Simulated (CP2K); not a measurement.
Consider 3-trifluoromethylfuran at its PBE geometry (Å).

```xyz
12

F    -2.2071    0.3142    1.3199
C    -1.7074   -0.1227    0.1202
F    -2.0561   -1.4410    0.0004
F    -2.3864    0.5827   -0.8470
C    -0.2350    0.0571    0.0211
C     0.7554   -0.9647   -0.1524
C     1.9555   -0.3195   -0.1827
O     1.7721    1.0376   -0.0362
C     0.4311    1.2504    0.0862
H     0.5803   -2.0298   -0.2436
H     2.9825   -0.6433   -0.2943
H     0.1152    2.2789    0.2084
```

Method: CP2K XAS_TDP, all-electron GAPW, PBEh(45%), aug-cc-pVDZ, TDA, GW2X-corrected core level, no relativity.

Where do the C K-edge lines lie, and how strong are they?

Leading lines: C2 296.06 eV, C5 287.84 eV, C6 288.15 eV, C7 288.65 eV and C9 288.38 eV. The leading line of an atom is its first one with 35 % of the strongest within 2.5 eV of its lowest line over the strength cut. Core ionisation energies at this level: C6 292.79, C7 293.95, C9 294.14, C2 300.22 and C5 292.78 eV.

The first six lines of each atom with a strength over 0.0015:

| atom | energy (eV) | states | strength, one atom | above the computed threshold |
| --- | --- | --- | --- | --- |
| C2 (bonded to C and 3 F) | 296.06 | 1 | 0.0552 |  |
|  | 296.78 | 1 | 0.0844 |  |
|  | 298.50 | 1 | 0.0286 |  |
|  | 298.56 | 1 | 0.0174 |  |
|  | 299.28 | 1 | 0.0167 |  |
|  | 299.51 | 1 | 0.0015 |  |
| C5 (bonded to 3 C) | 287.84 | 1 | 0.0396 |  |
|  | 290.42 | 1 | 0.0055 |  |
|  | 291.78 | 1 | 0.0034 |  |
|  | 292.03 | 1 | 0.0042 |  |
|  | 292.11 | 1 | 0.0044 |  |
|  | 292.29 | 1 | 0.0029 |  |
| C6 (bonded to 2 C and H) | 288.15 | 1 | 0.0482 |  |
|  | 289.93 | 1 | 0.0054 |  |
|  | 290.85 | 1 | 0.0095 |  |
|  | 291.83 | 1 | 0.0036 |  |
|  | 292.26 | 2 | 0.0074 |  |
|  | 292.67 | 1 | 0.0076 |  |
| C7 (bonded to C, O and H) | 288.65 | 1 | 0.0523 |  |
|  | 291.78 | 1 | 0.0190 |  |
|  | 291.96 | 1 | 0.0026 |  |
|  | 292.41 | 1 | 0.0204 |  |
|  | 292.93 | 1 | 0.0032 |  |
|  | 293.24 | 1 | 0.0038 |  |
| C9 (bonded to C, O and H) | 288.38 | 1 | 0.0542 |  |
|  | 292.06 | 1 | 0.0205 |  |
|  | 292.71 | 1 | 0.0151 |  |
|  | 293.15 | 1 | 0.0058 |  |
|  | 293.64 | 1 | 0.0037 |  |
|  | 293.71 | 1 | 0.0019 |  |

Lines are vertical, at one geometry, with no vibrational structure. GW2X ionisation energies and lines can be off by 1 to 2 eV either way, and a good line position may hide errors that cancel. These values hold no scalar relativity, about 0.1 eV for C 1s. Rydberg lines, and the discretised continuum above threshold, depend on the basis and the box.

[Banner, clock and machine lines of the logs are left out without a mark of their own.]

[Logs are printed without paths, hosts, clocks, repeated set-up lines and the standing remarks that a program may print on its own settings, such as how far it seeks lower states.]

[Hosts, paths, dates, database ids (printed as entryN), source tags and the programs' standing remarks are cut or masked in the printed files.]
